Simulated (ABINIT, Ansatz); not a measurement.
# Sr2H6Os (Fm-3m): G0W0 with ABINIT, start to end, part 2 of 3

How does a plane-wave GW calculation on Sr2H6Os (Fm-3m) run from the first input to the gap?

ABINIT 10.8.3; PBEsol and many-body steps on it, plane waves. Known limits of the many-body steps: not at the basis limit; no spin polarisation; d states lean on the start; no spin-orbit coupling; coarse k mesh.

So far. Step 2 (Ground state): The gap is indirect, with the least direct gap 0.06 eV higher.

## (3) Bands along the symmetry lines

Level of this step: DFT, PBEsol, plane waves, norm-conserving pseudopotentials (ABINIT).

Levels along a band path, at the cheap level, show where the edges lie and whether the meshes to come will hold them.

run.abi

```
acell 3*1.0 Angstrom
rprim 
  0.000000000000 3.812277830000 3.812277830000
  3.812277830000 -0.000000000000 3.812277830000
  3.812277830000 3.812277830000 0.000000000000
ntypat 3
znucl 38 1 76
natom 9
typat 1 1 2 2 2 2 2 2 3
xred 
  0.750000000000 0.750000000000 0.750000000000
  0.250000000000 0.250000000000 0.250000000000
  0.773847590000 0.773847590000 0.226152410000
  0.226152410000 0.773847590000 0.226152410000
  0.773847590000 0.226152410000 0.226152410000
  0.226152410000 0.226152410000 0.773847590000
  0.773847590000 0.226152410000 0.773847590000
  0.226152410000 0.773847590000 0.773847590000
  0.000000000000 0.000000000000 0.000000000000
pp_dirpath "pseudos"
pseudos "Sr.upf, H.upf, Os.upf"
ecut 33
iscf -2
irdden 1
kptopt 0
nkpt 26
kpt 
  0.00000000 0.00000000 0.00000000
  0.12500000 0.00000000 0.12500000
  0.25000000 0.00000000 0.25000000
  0.37500000 0.00000000 0.37500000
  0.50000000 0.00000000 0.50000000
  0.53125000 0.06250000 0.53125000
  0.56250000 0.12500000 0.56250000
  0.59375000 0.18750000 0.59375000
  0.62500000 0.25000000 0.62500000
  0.37500000 0.37500000 0.75000000
  0.28125000 0.28125000 0.56250000
  0.18750000 0.18750000 0.37500000
  0.09375000 0.09375000 0.18750000
  0.00000000 0.00000000 0.00000000
  0.12500000 0.12500000 0.12500000
  0.25000000 0.25000000 0.25000000
  0.37500000 0.37500000 0.37500000
  0.50000000 0.50000000 0.50000000
  0.50000000 0.43750000 0.56250000
  0.50000000 0.37500000 0.62500000
  0.50000000 0.31250000 0.68750000
  0.50000000 0.25000000 0.75000000
  0.50000000 0.18750000 0.68750000
  0.50000000 0.12500000 0.62500000
  0.50000000 0.06250000 0.56250000
  0.50000000 0.00000000 0.50000000
istwfk *1
nband 28
nbdbuf 2
tolwfr 1e-08
nstep 40
prtwf 0
prtvol 0
indata_prefix "in"
outdata_prefix "out"
tmpdata_prefix "tmp"
```

Launch:

```bash
OMP_NUM_THREADS=1 mpirun -n 4 abinit run.abi > log
```

Numbers of over 12 decimals in the logs are rounded to 6 here.

The log of the run:

```text
.Version 10.8.3 of ABINIT. v10.8.2 released Aug 2026.

 Symmetries : space group Fm -3 m (#225); Bravais cF (face-center cubic)
[... echo of the input left out ...]
== DATASET  1 ==================================================================
-   mpi_nproc: 4, omp_nthreads: 1 (-1 if OMP is not activated)

--- !DatasetInfo
iteration_state: {dtset: 1, }
dimensions: {natom: 9, nkpt: 26, mband: 28, nsppol: 1, nspinor: 1, nspden: 1, mpw: 6855, }
cutoff_energies: {ecut:  33.0, pawecutdg:  -1.0, }
electrons: {nelect:   4.20000000E+01, charge:   0.00000000E+00, occopt:   1.00000000E+00, tsmear:   1.00000000E-02, }

 Real(R)+Recip(G) space primitive vectors, cartesian coordinates (Bohr,Bohr^-1):
 R(1)=  0.0000000  7.2041610  7.2041610  G(1)= -0.0694043  0.0694043  0.0694043
 R(2)=  7.2041610  0.0000000  7.2041610  G(2)=  0.0694043 -0.0694043  0.0694043
 R(3)=  7.2041610  7.2041610  0.0000000  G(3)=  0.0694043  0.0694043 -0.0694043
 Unit cell volume ucvol=  7.4779099E+02 bohr^3
 Angles (23,13,12)=  6.00000000E+01  6.00000000E+01  6.00000000E+01 degrees

 getcut: wavevector=  0.0000  0.0000  0.0000  ngfft=  54  54  54
         ecut(hartree)=     33.000   => boxcut(ratio)=   2.05032

--- Pseudopotential description ------------------------------------------------
- Sr Generated using ONCVPSP code by D. R. Hamann
- 38.00000  10.00000  180301                  znucl, zion, pspdat
12 -116133 2 -1 1834                          pspcod,pspxc,lmax,lloc,mmax
     nproj     2     2     2     0
  pspatm : epsatm=   12.46451298
         --- l  ekb(1:nproj) -->
             0   10.029206    1.044171
             1    7.472414    1.670829
             2    4.142950    0.968140
 pspatm: atomic psp has been read  and splines computed

- H Generated using ONCVPSP code by D. R. Hamann
-  1.00000   1.00000  180301                  znucl, zion, pspdat
12 -116133 1 -1 1180                          pspcod,pspxc,lmax,lloc,mmax
     nproj     2     1     0     0
  pspatm : epsatm=    0.35585368
         --- l  ekb(1:nproj) -->
[...]
1   -0.494138
 pspatm: atomic psp has been read  and splines computed

- Os Generated using ONCVPSP code by D. R. Hamann
- 76.00000  16.00000  180301                  znucl, zion, pspdat
12 -116133 3 -1 1328                          pspcod,pspxc,lmax,lloc,mmax
     nproj     2     2     2     2
  pspatm : epsatm=   26.11825285
         --- l  ekb(1:nproj) -->
[...]
pspatm: atomic psp has been read  and splines computed

--------------------------------------------------------------------------------

================================================================================
 prteigrs : about to open file out_EIG
 Non-SCF case, kpt    1 (  0.00000  0.00000  0.00000), residuals and eigenvalues=
  4.27E-09  1.08E-09  5.04E-09  9.05E-09  7.99E-09  5.51E-09  2.28E-09  3.90E-09
[...]
Non-SCF case, kpt   26 (  0.50000  0.00000  0.50000), residuals and eigenvalues=
[...]
-9.3279E-03  1.8496E-02  4.6666E-02  7.0538E-02  1.2287E-01  1.2287E-01
  1.5884E-01  1.8275E-01  1.8275E-01  2.7031E-01  3.0755E-01  3.4722E-01
[...]
--- !ResultsGS
iteration_state: {dtset: 1, }
comment   : Summary of ground state results
lattice_vectors:
- [  0.0000000,   7.2041610,   7.2041610, ]
- [  7.2041610,  -0.0000000,   7.2041610, ]
- [  7.2041610,   7.2041610,   0.0000000, ]
lattice_lengths: [  10.18822,   10.18822,   10.18822, ]
lattice_angles: [ 60.000,  60.000,  60.000, ] # degrees, (23, 13, 12)
lattice_volume:   7.4779099E+02
convergence: {deltae:  0.000E+00, res2:  0.000E+00, residm:  9.964E-09, diffor:  0.000E+00, }
etotal    :  -1.73213497E+02
entropy   :   0.00000000E+00
fermie    :   1.85073637E-01
cartesian_stress_tensor: null
pressure_GPa: null
xred      :
- [  7.5000E-01,   7.5000E-01,   7.5000E-01, Sr]
- [  2.5000E-01,   2.5000E-01,   2.5000E-01, Sr]
- [  7.7385E-01,   7.7385E-01,   2.2615E-01,  H]
- [  2.2615E-01,   7.7385E-01,   2.2615E-01,  H]
- [  7.7385E-01,   2.2615E-01,   2.2615E-01,  H]
- [  2.2615E-01,   2.2615E-01,   7.7385E-01,  H]
- [  7.7385E-01,   2.2615E-01,   7.7385E-01,  H]
- [  2.2615E-01,   7.7385E-01,   7.7385E-01,  H]
- [  0.0000E+00,   0.0000E+00,   0.0000E+00, Os]
cartesian_forces: null
force_length_stats: {min: null, max: null, mean: null, }

 Integrated electronic density in atomic spheres:
 ------------------------------------------------
 Atom  Sphere_radius  Integrated_density
[...]
================================================================================

 ----iterations are completed or convergence reached----

 Mean square residual over all n,k,spin=   51.406E-10; max=  99.639E-10
 reduced coordinates (array xred) for    9 atoms
[...]
0.226152410000      0.773847590000      0.773847590000
       0.000000000000      0.000000000000      0.000000000000

 cartesian coordinates (angstrom) at end:
[...]
length scales=  1.889726125908  1.889726125908  1.889726125908 bohr
              =  1.000000000000  1.000000000000  1.000000000000 angstroms
 prteigrs : about to open file out_EIG
 Eigenvalues (hartree) for nkpt=  26  k points:
 kpt#   1, nband= 28, wtk=  1.00000, kpt=  0.0000  0.0000  0.0000 (reduced coord)
[...]
kpt#   2, nband= 28, wtk=  1.00000, kpt=  0.1250  0.0000  0.1250 (reduced coord)
[...]
kpt#   3, nband= 28, wtk=  1.00000, kpt=  0.2500  0.0000  0.2500 (reduced coord)
[...]
kpt#  25, nband= 28, wtk=  1.00000, kpt=  0.5000  0.0625  0.5625 (reduced coord)
[...]
0.35688    0.36420    0.42331    0.42680
 kpt#  26, nband= 28, wtk=  1.00000, kpt=  0.5000  0.0000  0.5000 (reduced coord)
[...]
-0.40136   -0.38836   -0.38836   -0.38697   -0.00933    0.01850    0.04667    0.07054
   0.12287    0.12287    0.15884    0.18275    0.18275    0.27031    0.30755    0.34722
   0.35905    0.35905    0.42763    0.42838

== END DATASET(S) ==============================================================
================================================================================

 -outvars: echo values of variables after computation  --------
            nband          28
             nkpt          26
          spgroup         225
 [... the other variables as echoed above ...]

 Calculation completed.
```

It took 27 s on 4 MPI ranks of Intel Xeon 6975P-C (Granite Rapids), shared host; peak memory 0.41 GiB; 1.8 min of CPU time.

Numbers from this step:

```
gap                        : 2.319 eV
k of the valence top       : 0, 0, 0
k of the conduction bottom : 0.5, 0, 0.5
least direct gap           : 2.383 eV
```

The gap is 2.319 eV, as in the run before at this level.

The electronic bands at the labelled points (eV, zero at the top of the highest filled band):

```tsv
point	band 18	band 19	band 20	band 21	band 22	band 23	band 24	band 25
Γ	-2.39	0.00	0.00	0.00	3.88	4.02	4.02	7.35
halfway	-2.06	-0.32	-0.02	-0.02	3.35	3.71	5.36	5.56
X	-1.69	-0.71	-0.06	-0.06	2.32	3.33	4.41	4.73
halfway	-1.66	-0.59	-0.07	-0.07	2.40	3.44	4.29	4.61
U	-1.59	-0.39	-0.10	-0.09	2.59	3.76	4.25	4.34
jump to K	-1.59	-0.39	-0.10	-0.09	2.59	3.76	4.25	4.34
halfway	-1.87	-0.24	-0.07	-0.05	3.64	3.98	4.68	5.46
Γ	-2.39	0.00	0.00	0.00	3.88	4.02	4.02	7.35
halfway	-2.04	-0.18	-0.04	-0.04	3.98	3.98	4.96	5.07
L	-1.67	-0.39	-0.09	-0.09	3.91	4.09	4.09	4.81
halfway	-1.63	-0.26	-0.16	-0.08	2.98	4.07	4.31	4.44
W	-1.74	-0.23	-0.23	-0.05	2.65	3.95	3.95	4.33
halfway	-1.71	-0.49	-0.10	-0.06	2.47	3.54	4.21	4.53
X	-1.69	-0.71	-0.06	-0.06	2.32	3.33	4.41	4.73
```

## (4) Empty states on the mesh, 2×2×2 mesh, 81 bands

The sums over transitions need many empty states on a uniform mesh; this step solves for them.

run.abi

```
acell 3*1.0 Angstrom
rprim 
  0.000000000000 3.812277830000 3.812277830000
  3.812277830000 -0.000000000000 3.812277830000
  3.812277830000 3.812277830000 0.000000000000
ntypat 3
znucl 38 1 76
natom 9
typat 1 1 2 2 2 2 2 2 3
xred 
  0.750000000000 0.750000000000 0.750000000000
  0.250000000000 0.250000000000 0.250000000000
  0.773847590000 0.773847590000 0.226152410000
  0.226152410000 0.773847590000 0.226152410000
  0.773847590000 0.226152410000 0.226152410000
  0.226152410000 0.226152410000 0.773847590000
  0.773847590000 0.226152410000 0.773847590000
  0.226152410000 0.773847590000 0.773847590000
  0.000000000000 0.000000000000 0.000000000000
pp_dirpath "pseudos"
pseudos "Sr.upf, H.upf, Os.upf"
ecut 33
ngkpt 2 2 2
nshiftk 1
shiftk 0 0 0
kptopt 1
chksymbreak 0
iscf -2
irdden 1
istwfk *1
nband 81
nbdbuf 6
tolwfr 1e-09
nstep 60
prtvol 0
indata_prefix "in"
outdata_prefix "out"
tmpdata_prefix "tmp"
```

Launch:

```bash
OMP_NUM_THREADS=1 mpirun -n 3 abinit run.abi > log
```

The log of the run:

```text
.Version 10.8.3 of ABINIT. v10.8.2 released Aug 2026.

 Symmetries : space group Fm -3 m (#225); Bravais cF (face-center cubic)
[... echo of the input left out ...]
== DATASET  1 ==================================================================
-   mpi_nproc: 3, omp_nthreads: 1 (-1 if OMP is not activated)

--- !DatasetInfo
iteration_state: {dtset: 1, }
dimensions: {natom: 9, nkpt: 3, mband: 81, nsppol: 1, nspinor: 1, nspden: 1, mpw: 6855, }
cutoff_energies: {ecut:  33.0, pawecutdg:  -1.0, }
electrons: {nelect:   4.20000000E+01, charge:   0.00000000E+00, occopt:   1.00000000E+00, tsmear:   1.00000000E-02, }

 Real(R)+Recip(G) space primitive vectors, cartesian coordinates (Bohr,Bohr^-1):
 R(1)=  0.0000000  7.2041610  7.2041610  G(1)= -0.0694043  0.0694043  0.0694043
 R(2)=  7.2041610  0.0000000  7.2041610  G(2)=  0.0694043 -0.0694043  0.0694043
 R(3)=  7.2041610  7.2041610  0.0000000  G(3)=  0.0694043  0.0694043 -0.0694043
 Unit cell volume ucvol=  7.4779099E+02 bohr^3
 Angles (23,13,12)=  6.00000000E+01  6.00000000E+01  6.00000000E+01 degrees

 getcut: wavevector=  0.0000  0.0000  0.0000  ngfft=  54  54  54
         ecut(hartree)=     33.000   => boxcut(ratio)=   2.05032

--- Pseudopotential description ------------------------------------------------
- Sr Generated using ONCVPSP code by D. R. Hamann
- 38.00000  10.00000  180301                  znucl, zion, pspdat
12 -116133 2 -1 1834                          pspcod,pspxc,lmax,lloc,mmax
     nproj     2     2     2     0
  pspatm : epsatm=   12.46451298
         --- l  ekb(1:nproj) -->
             0   10.029206    1.044171
             1    7.472414    1.670829
             2    4.142950    0.968140
 pspatm: atomic psp has been read  and splines computed

- H Generated using ONCVPSP code by D. R. Hamann
-  1.00000   1.00000  180301                  znucl, zion, pspdat
12 -116133 1 -1 1180                          pspcod,pspxc,lmax,lloc,mmax
     nproj     2     1     0     0
  pspatm : epsatm=    0.35585368
         --- l  ekb(1:nproj) -->
[...]
1   -0.494138
 pspatm: atomic psp has been read  and splines computed

- Os Generated using ONCVPSP code by D. R. Hamann
- 76.00000  16.00000  180301                  znucl, zion, pspdat
12 -116133 3 -1 1328                          pspcod,pspxc,lmax,lloc,mmax
     nproj     2     2     2     2
  pspatm : epsatm=   26.11825285
         --- l  ekb(1:nproj) -->
[...]
pspatm: atomic psp has been read  and splines computed

--------------------------------------------------------------------------------

================================================================================
 prteigrs : about to open file out_EIG
 Non-SCF case, kpt    1 (  0.00000  0.00000  0.00000), residuals and eigenvalues=
  7.35E-10  2.31E-10  1.94E-10  2.83E-10  2.63E-10  2.78E-10  2.69E-10  3.37E-10
[...]
5.14E-05
 -2.8975E+00 -1.4060E+00 -1.4060E+00 -1.4060E+00 -1.0539E+00 -1.0514E+00
 -3.9931E-01 -3.9931E-01 -3.9931E-01 -3.8943E-01 -3.8943E-01 -3.8943E-01
 -6.1514E-02  3.5209E-02  3.5209E-02  9.7290E-02  9.7290E-02  9.7290E-02
[...]
1.0934E+00  1.1469E+00  1.1515E+00  1.1515E+00  1.2056E+00  1.2056E+00
  1.2056E+00  1.3151E+00  1.3151E+00  1.3151E+00  1.3949E+00  1.3949E+00
[...]
prteigrs : prtvol=0 or 1, do not print more k-points.

--- !ResultsGS
iteration_state: {dtset: 1, }
comment   : Summary of ground state results
lattice_vectors:
- [  0.0000000,   7.2041610,   7.2041610, ]
- [  7.2041610,  -0.0000000,   7.2041610, ]
- [  7.2041610,   7.2041610,   0.0000000, ]
lattice_lengths: [  10.18822,   10.18822,   10.18822, ]
lattice_angles: [ 60.000,  60.000,  60.000, ] # degrees, (23, 13, 12)
lattice_volume:   7.4779099E+02
convergence: {deltae:  0.000E+00, res2:  0.000E+00, residm:  9.755E-10, diffor:  0.000E+00, }
etotal    :  -1.73213497E+02
entropy   :   0.00000000E+00
fermie    :   1.85073637E-01
cartesian_stress_tensor: null
pressure_GPa: null
xred      :
- [  7.5000E-01,   7.5000E-01,   7.5000E-01, Sr]
- [  2.5000E-01,   2.5000E-01,   2.5000E-01, Sr]
- [  7.7385E-01,   7.7385E-01,   2.2615E-01,  H]
- [  2.2615E-01,   7.7385E-01,   2.2615E-01,  H]
- [  7.7385E-01,   2.2615E-01,   2.2615E-01,  H]
- [  2.2615E-01,   2.2615E-01,   7.7385E-01,  H]
- [  7.7385E-01,   2.2615E-01,   7.7385E-01,  H]
- [  2.2615E-01,   7.7385E-01,   7.7385E-01,  H]
- [  0.0000E+00,   0.0000E+00,   0.0000E+00, Os]
cartesian_forces: null
force_length_stats: {min: null, max: null, mean: null, }

 Integrated electronic density in atomic spheres:
 ------------------------------------------------
 Atom  Sphere_radius  Integrated_density
[...]
================================================================================

 ----iterations are completed or convergence reached----

 Mean square residual over all n,k,spin=   39.990E-11; max=  97.545E-11
 reduced coordinates (array xred) for    9 atoms
[...]
0.226152410000      0.773847590000      0.773847590000
       0.000000000000      0.000000000000      0.000000000000

 cartesian coordinates (angstrom) at end:
    1      5.718417     5.718417     5.718417
    2      1.906139     1.906139     1.906139
    3      3.812278     3.812278     5.900244
[...]
8      5.900244     3.812278     3.812278
    9      0.000000     0.000000     0.000000
 length scales=  1.889726125908  1.889726125908  1.889726125908 bohr
              =  1.000000000000  1.000000000000  1.000000000000 angstroms
 prteigrs : about to open file out_EIG
 Eigenvalues (hartree) for nkpt=   3  k points:
 kpt#   1, nband= 81, wtk=  0.12500, kpt=  0.0000  0.0000  0.0000 (reduced coord)
[...]
1.09344    1.09344    1.09344    1.14686    1.15153    1.15153    1.20562    1.20562
   1.20562    1.31507    1.31507    1.31507    1.39489    1.39491    1.39494    1.40702
   1.43756
 prteigrs : prtvol=0 or 1, do not print more k-points.

== END DATASET(S) ==============================================================
================================================================================

 -outvars: echo values of variables after computation  --------
            nband          81
             nkpt           3
          spgroup         225
 [... the other variables as echoed above ...]

 Calculation completed.
```

Elapsed: 18 s, on 3 MPI ranks; peak memory 0.3 GiB.

This step gave:

- gap: 2.319 eV
- k of the valence top: 0, 0, 0
- k of the conduction bottom: 0.5, 0.5, 0
- least direct gap: 2.383 eV
- k points computed: 3
- lowest point of the top converged band, above the valence top: 29.51 eV

On this mesh the gap is 2.319 eV.

## (5) Screening, 2×2×2 mesh, 75 bands, screening to 98 eV

The RPA dielectric matrix is built and inverted for each q.

This step: RPA screening on PBEsol, plane waves, norm-conserving pseudopotentials.

run.abi, as its differences from that of step 4:

```diff
@@ -27,10 +27,11 @@
 chksymbreak 0
-iscf -2
-irdden 1
 istwfk *1
-nband 81
-nbdbuf 6
-tolwfr 1e-09
-nstep 60
-prtvol 0
+occopt 1
+irdwfk 1
+optdriver 3
+nband 75
+ecuteps 3.6
+inclvkb 2
+awtr 1
+symchi 1
 indata_prefix "in"
```

Launch:

```bash
OMP_NUM_THREADS=1 mpirun -n 4 abinit run.abi > log
```

The log of the run:

```text
.Version 10.8.3 of ABINIT. v10.8.2 released Aug 2026.

 Symmetries : space group Fm -3 m (#225); Bravais cF (face-center cubic)
[... echo of the input left out ...]
== DATASET  1 ==================================================================
-   mpi_nproc: 4, omp_nthreads: 1 (-1 if OMP is not activated)

--- !DatasetInfo
iteration_state: {dtset: 1, }
dimensions: {natom: 9, nkpt: 3, mband: 75, nsppol: 1, nspinor: 1, nspden: 1, mpw: 6855, }
cutoff_energies: {ecut:  33.0, pawecutdg:  -1.0, }
electrons: {nelect:   4.20000000E+01, charge:   0.00000000E+00, occopt:   1.00000000E+00, tsmear:   1.00000000E-02, }

 SCREENING: Calculation of the susceptibility and dielectric matrices

 Based on a program developped by R.W. Godby, V. Olevano, G. Onida, and L. Reining.
 Incorporated in ABINIT by V. Olevano, G.-M. Rignanese, and M. Torrent.
.Using double precision arithmetic ; gwpc =  8

[... cell and pseudopotentials left out ...]
--------------------------------------------------------------------------------

 ==== K-mesh for the wavefunctions ====
 Number of points in the irreducible wedge :     3
[... list of points left out ...]
 Together with 48 symmetry operations and time-reversal symmetry
 yields     8 points in the full Brillouin Zone.

 ==== Q-mesh for the screening function ====
 Number of points in the irreducible wedge :     3
[... list of points left out ...]
 Together with 48 symmetry operations and time-reversal symmetry
 yields     8 points in the full Brillouin Zone.

 setmesh: FFT mesh size selected  =    36x   36x   36
          total number of points  =        46656

 vcoul_init : cutoff-mode = AUXILIARY_FUNCTION
 q-points for optical limit:   1
     1)      0.000010    0.000020    0.000030

- screening: taking advantage of time-reversal symmetry
- Maximum band index for partially occupied states nbvw = 21
- Remaining bands to be divided among processors   nbcw = 54
- Number of bands treated by each node ~13

 Number of electrons calculated from density =   42.0000; Expected =   42.0000
 average of density, n =  0.056165
 r_s =    1.6199
 omega_plasma =   22.8607 [eV]

 calculating chi0 at frequencies [eV] :
  1    0.000000E+00    0.000000E+00
  2    0.000000E+00    2.286073E+01

--------------------------------------------------------------------------------
  q-point number  1        q = ( 0.000000, 0.000000, 0.000000) [r.l.u.]
--------------------------------------------------------------------------------
[... chi0 elements left out ...]
 For q-point:  0.000010 0.000020 0.000030
  dielectric constant =   4.3424
  dielectric constant without local fields =   5.3152

  Average fulfillment of the sum rule on Im[epsilon] for q-point    1 :     54.10  [%]
[... wings left out ...]
  q-point number  2        q = ( 0.500000, 0.000000, 0.000000) [r.l.u.]
--------------------------------------------------------------------------------
[... chi0 elements left out ...]
  Average fulfillment of the sum rule on Im[epsilon] for q-point    2 :     64.17  [%]

 [... 1 further q-points ...]
```

Run time: 9.3 s. Hardware: 4 MPI ranks; peak memory 1.1 GiB; 36 s of CPU time.

Numbers from this step:

```yaml
eps_infinity_with_local_fields_on_this_mesh_along_the_program_s_q_direction: 4.342
the_same_without_local_fields: 5.315
plasma_frequency: 22.86 eV
plane_waves_in_the_screening_matrix: 259
```

Local fields lower ε∞ by 18 %. On a Γ-centred mesh this coarse the value itself is usually too large, while a short band sum pulls it down.

[end of part 2 of 3]

[Paths, hosts, dates, memory and timing lines, banners, echoed tables and standing remarks are left out of the program output.]

[Logs are printed without paths, hosts, clocks, repeated set-up lines and the standing remarks that a program may print on its own settings, such as how far it seeks lower states.]

[Runs of the session that timed out or met a known fault of the program may be left out.]

[Hosts, paths, dates, database ids (printed as entryN), source tags and the programs' standing remarks are cut or masked in the printed files.]

[G0W0 gaps are taken among the corrected bands and points alone; a level outside them can change the order at an edge.]

[Where Ansatz stands beside ABINIT at settings called matched, ABINIT's density can come from a denser mesh and the files from another edition; pairs whose starting gaps differed by over 0.03 eV were left out, so agreement reads better than it is.]
